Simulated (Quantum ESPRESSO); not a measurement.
# Au (Gold): phonons by linear response, part 3 of 3

How does Au (Gold) vibrate, and is this structure a minimum?

Quantum ESPRESSO 7.5; DFT LDA, scalar-relativistic, plane waves, GBRV ultrasoft pseudopotentials.

So far, highest frequency (cm⁻¹): step 7 (interpolated phonon bands) 161. The relaxed cell has a = 4.045 Å (conventional setting).

The database entry behind the starting cell differs from later determinations by our own check (0.1 to 0.3 % short, probably kX units), so it need not match the best structure at ambient conditions.

## Step 8: Density of states

Sums over the zone need many more wavevectors than were solved, so the interpolation is sampled on a dense mesh.

File matdyn.in:

```
&INPUT
  asr    = 'crystal'
  flfrc  = 'x.fc'
  dos    = .true.
  fldos  = 'x.dos'
  nk1    = 19
  nk2    = 19
  nk3    = 19
  deltaE = 0.3
/
```

Command:

```console
matdyn.x -in matdyn.in > matdyn.out
```

Numbers of over 12 decimals in the logs are rounded to 6 here.

The program printed:

```text
[banner, memory and clock lines left out]
Program MATDYN v.7.5

 mass for atomic type   1 not given; uses mass from file x.fc
 Norm of the difference between old and new effective charges:    0.000000

 Norm of the difference between old and new force-constants:   8.13912e-05

     Message from routine matdyn:
     Z* not found in file x.fc, TO-LO splitting at q=0 will be absent!

Note: The following floating-point exceptions are signalling: IEEE_UNDERFLOW_FLAG
```

Wall time 5.4 s (1 thread of Intel Xeon at 2.50GHz (Skylake/Cascade Lake), shared host).

Read from the output:

```yaml
share_of_modes_beyond_3i_cm_minus1_on_the_dense_interpolated_mesh: 0
zero_point_energy_per_atom: 17.44 meV
heat_capacity_at_300_k: 24.47 J/(mol atoms K)
vibrational_entropy_at_300_k: 47.15 J/(mol atoms K)
```

Tetrahedra. The phonon density of states by wavenumber; read off at these points:

wavenumber (cm⁻¹), phonon density of states (1/cm⁻¹/cell) and a bar:
```
      0.0     0.0000 
      5.0     0.0001 
     10.0     0.0007 
     15.0     0.0014 #
     20.0     0.0026 ##
     25.0     0.0041 ###
     30.0     0.0056 ###
     35.0     0.0077 #####
     40.0     0.0100 ######
     45.0     0.0129 ########
     50.0     0.0169 ###########
     55.0     0.0225 ##############
     60.0     0.0319 ####################
     63.0     0.0437 ###########################
     65.0     0.0428 ###########################
     70.0     0.0404 #########################
     75.0     0.0389 ########################
     80.0     0.0378 ########################
     85.0     0.0374 #######################
     90.0     0.0198 ############
     95.0     0.0191 ############
    100.0     0.0182 ###########
    105.0     0.0171 ###########
    110.0     0.0159 ##########
    115.0     0.0148 #########
    120.0     0.0096 ######
    125.0     0.0066 ####
    130.0     0.0145 #########
    135.0     0.0304 ###################
    140.0     0.0442 ############################
    144.0     0.0480 ##############################
    145.0     0.0409 ##########################
    150.0     0.0206 #############
    155.0     0.0102 ######
    160.0     0.0016 #
```

Harmonic thermodynamic functions per atom, summed over the density of states scaled to three modes an atom; melting is ignored. Thermodynamic functions:

```csv
T (K),F_vib (meV/atom),S (J/mol-atom/K),C_V (J/mol-atom/K)
0,17.44,0,0
50,15.88,8.944,14.31
100,7.82,21.52,21.2
200,-23.46,37.33,23.9
300,-67.56,47.15,24.47
400,-120.3,54.22,24.68
500,-179.4,59.74,24.77
600,-243.8,64.26,24.82
700,-312.4,68.09,24.86
800,-384.7,71.41,24.88
900,-460.3,74.34,24.89
1000,-538.7,76.97,24.9
```

At 300 K the heat capacity has reached 98 % of the Dulong-Petit value.

## Step 9: The dispersion under another sum rule (asr no)

The sum rule corrects the force constants themselves, so it can shift branches at any wavevector, low ones most.

File matdyn.in:

```
&INPUT
  asr              = 'no'
  flfrc            = 'x.fc'
  flfrq            = 'x.freq'
  flvec            = 'x.modes'
  q_in_band_form   = .true.
  q_in_cryst_coord = .true.
/
8
  0.0000000   0.0000000   0.0000000   8  ! GAMMA
  0.5000000   0.0000000   0.5000000   8  ! X
  0.6250000   0.2500000   0.6250000   1  ! U
  0.3750000   0.3750000   0.7500000   8  ! K
  0.0000000   0.0000000   0.0000000   8  ! GAMMA
  0.5000000   0.5000000   0.5000000   8  ! L
  0.5000000   0.2500000   0.7500000   8  ! W
  0.5000000   0.0000000   0.5000000   1  ! X
```

Command:

```console
matdyn.x -in matdyn.in > matdyn.out
```

The program printed:

```text
[banner, memory and clock lines left out]
Program MATDYN v.7.5

 mass for atomic type   1 not given; uses mass from file x.fc
     Message from routine matdyn:
     Z* not found in file x.fc, TO-LO splitting at q=0 will be absent!
     Message from routine matdyn:
     Z* not found in file x.fc, TO-LO splitting at q=0 will be absent!

Note: The following floating-point exceptions are signalling: IEEE_UNDERFLOW_FLAG
```

Wall time 0.67 s (1 thread).

This step gave:

```
lowest frequency on the path : -5.022 cm⁻¹
```

Matdyn.x, sum rule no. The phonon branches at the labelled points (cm⁻¹):

```csv
point,branch 1,branch 2,branch 3
Γ,-5,-5,-5
halfway,58,58,115
X,89,89,157
halfway,86,96,152
U,79,114,138
jump to K,79,114,138
halfway,44,66,122
Γ,-5,-5,-5
halfway,39,39,111
L,62,62,161
halfway,70,95,147
W,89,124,124
halfway,89,100,148
X,89,89,157
```

The phonon branches as a text plot (rows in cm⁻¹):

```
    158 |            **                         *****          **
    151 |          **  **                      *     *       **
    144 |         *      *                            *
    137 |       **        * ****                       *    *
    130 |                  *                 **         ** *
    123 |                  *    *                        **
    116 |     **          *                             *  *
    109 |                *                  *          *    *
    102 |               *   **   **                          *
     95 |              *                              *       *
     88 |    *     *****      **           *             ********
     82 |         *     ***                          *  *
     75 |                  *                        *  *
     68 |       **              *  **             ** **
     61 |  ** **            **           **     *****
     54 |                     **               *
     47 |    *                  ***          **
     40 |                                   *
     33 | *                      *****
     26 |  **                           *  *
     19 |                          **    **
     12 | *                          *
      5 |                               *
     -2 |*                            **
         Γ           X  U|K            Γ         L        W     X
```

At the labelled points the branches move by no more than 5.1 cm⁻¹.

## Step 10: Summary of results

| Quantity | Value |
| --- | --- |
| space group after relaxation | Fm-3m |
| volume per atom | 16.5 Å³ |
| q mesh | 4×4×4 |
| lowest mode on the q mesh (acoustic ones at the zone centre apart) | 38.9 cm⁻¹ |
| zero-point energy per atom | 17.4 meV |
| heat capacity at 300 K | 24.5 J/(mol atoms K) |
| vibrational entropy at 300 K | 47.2 J/(mol atoms K) |
| imaginary modes on the q mesh | none |

What this shows: Au (Gold) is dynamically stable on the 4×4×4 mesh; its spectrum reaches 161 cm⁻¹. These are harmonic frequencies at zero temperature: anharmonic shifts and linewidths and thermal expansion are left out. Spin-orbit coupling is left out, which can matter for the heavy elements here. In a metal the frequencies hang on the k mesh and the smearing, most of all near Kohn anomalies.

[Host names and launcher messages were left out of these logs when they were recorded.]

[Logs are printed without paths, hosts, clocks, repeated set-up lines and the standing remarks that a program may print on its own settings, such as how far it seeks lower states.]

[Hosts, paths, dates, database ids (printed as entryN), source tags and the programs' standing remarks are cut or masked in the printed files.]
